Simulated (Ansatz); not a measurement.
# ρ(T) of Ru (P6_3/mmc) in two numbers

Can the computed ρ(T) of Ru (P6_3/mmc) be held by the Bloch–Grüneisen form, and does the fit predict a row it has not seen?

The resistivities were computed with Ansatz 0.2.0 (DFT PBE, scalar-relativistic, plane waves, PAW; PAW set soft_1) from the linearised Boltzmann equation with harmonic phonons, on q 8×8×4, k 24×24×12, scattering 48×48×24; the fit below is done by hand on them.

**Measured values to reproduce.**

For Ru (bulk crystal), “CRC Handbook of Chemistry and Physics, 84th edition, Electrical Resistivity of Pure Metals” (2003, CRC Press, section 12, read from Wikipedia's data page) quotes earlier work: resistivity at 273 K 7.1 μΩ cm.

For Ru (bulk Ru, literature reference value), “Resistivity scaling model for metals with conduction band anisotropy” (2017, arxiv:1711.00796) quotes earlier work: in-plane resistivity at 300 K (in-plane, perpendicular to c) 7.62 μΩ cm; c-axis resistivity at 300 K (out-of-plane, along c) 5.82 μΩ cm.

**1. What is given**

The structure is hexagonal, space group P6_3/mmc (No. 194). Conventional cell: a = 2.719 Å, b = 2.719 Å, c = 4.296 Å, α = 90.00°, β = 90.00°, γ = 120.00°. Ru on site c is surrounded by 12 Ru at 2.66 to 2.72 Å.

This is the relaxed cell of the run, from steps not shown here.

The mean resistivity of the three axes from 50 to 800 K, with one row held back; the colder rows stay outside the fit and test it at the end:

```tsv
T (K)	ρ (μΩ cm)
50	0.1024
80	0.6291
100	1.166
150	2.658
200	4.103
273	6.094
300	6.807
400	9.386
500	11.92
600	?
800	19.39
```

**2. Model and fit**

Bloch and Grüneisen's form is ρ(T) = A (T/Θ)⁵ J₅(Θ/T), with J₅(z) the integral of x⁵/((eˣ − 1)(1 − e⁻ˣ)) from 0 to z. It goes as T⁵ far below Θ and as A T/(4Θ) far above. For a trial Θ the best A is the geometric mean of ρ/[(T/Θ)⁵ J₅] over the rows, and the scatter of that ratio measures the fit:

```tsv
Θ (K)	A (μΩ cm)	scatter (%)
250	18.53	40.7
334	28.77	21.0
376	35.15	11.0
418	42.54	3.7
460	51.06	10.6
522	66.03	24.6
628	99.50	47.5
```

The scatter is least at Θ = 418 K, with A = 42.54 μΩ cm (3.7 % r.m.s.).

```tsv
T (K)	computed	fit
50	0.1024	0.1096
80	0.6291	0.6013
100	1.166	1.102
150	2.658	2.553
200	4.103	4.031
273	6.094	6.115
300	6.807	6.866
400	9.386	9.583
500	11.92	12.24
800	19.39	20.05
```

**3. Prediction and check**

At T = 600 K, Θ/T = 0.697, J₅ = 0.05733 and (T/Θ)⁵ = 6.094, so the fit gives 14.86 μΩ cm. The computed value is 14.42 μΩ cm: the fit is off by +3.05 %. Outside its range, at 20 K, it gives 0.00133 against 4.0e-4 μΩ cm computed, 3.31 times that; at that temperature the run's own test moves by 6 % between meshes in the component that moves most. Among the rows used, the largest miss is +6.9 %, at 50 K.

**4. What the two numbers mean**

Θ = 418 K is 1.56 times ħω_log/k_B (268 K) and 1.12 of the highest phonon frequency (372 K); Θ is a number of the fit, and no phonon frequency. The high-temperature slope of the fit, A/(4Θ), is 0.0254 μΩ cm/K. The same slope from the run's transport coupling and plasma energy, 2π k_B λ_tr/(ħ ε₀ ω_p²) with λ_tr = 0.484, 0.484, 0.460 (xx, yy, zz) and ħω_p = 8.34, 8.34, 9.3 (xx, yy, zz) eV, is 0.0258 μΩ cm/K in the mean of the axes, +1.4 % from it. For comparison, the computed rows rise by 0.0248 μΩ cm/K between the two hottest.

**5. What came out**

| Quantity | Value |
| --- | --- |
| Θ | 418 K |
| A | 42.54 μΩ cm |
| scatter of the fit | 3.7 % |
| held-back row at 600 K, fit against computed | 14.86 against 14.42 μΩ cm |

In words: Two numbers, Θ = 418 K and A = 42.5 μΩ cm, hold the computed ρ(T) from 50 to 800 K within 3.75 % r.m.s. and predict the held-back row within 3.05 %. At 20 K, outside the rows fitted, it gives 3.31 times the computed value. The misses are not random: the largest is +6.9 %, at 50 K. The mean hides an anisotropy: at 300 K the components are 7.35, 7.35, 5.71 (xx, yy, zz) μΩ cm. The fit describes the calculation: impurities, thermal expansion, changes of phase and anharmonicity are in neither.

Comparison with the measured values:

| quantity | measured | q 8×8×4, fine 48×48×24 |
| --- | --- | --- |
| resistivity at 273 K (computed: phonon part alone; the measured value holds the sample's residual resistivity) (μΩ cm) | 7.1 | 6.09 (-14.2 %) |
| in-plane resistivity at 300 K (computed: phonon part alone; the measured value holds the sample's residual resistivity) (μΩ cm) | 7.62 | 7.35 (-3.5 %) |
| c-axis resistivity at 300 K (computed: phonon part alone; the measured value holds the sample's residual resistivity) (μΩ cm) | 5.82 | 5.71 (-1.9 %) |

Measured values from CRC Press, section 12, read from Wikipedia's data page (2003) and arxiv:1711.00796 (2017).

**Verdict.** The resistivity at 273 K is off by -14.2 %: fair agreement. The in-plane resistivity at 300 K is off by -3.5 %: good agreement. The c-axis resistivity at 300 K is off by -1.9 %: good agreement.

[Logs are printed without paths, hosts, clocks, repeated set-up lines and the standing remarks that a program may print on its own settings, such as how far it seeks lower states.]

[Hosts, paths, dates, database ids (printed as entryN), source tags and the programs' standing remarks are cut or masked in the printed files.]
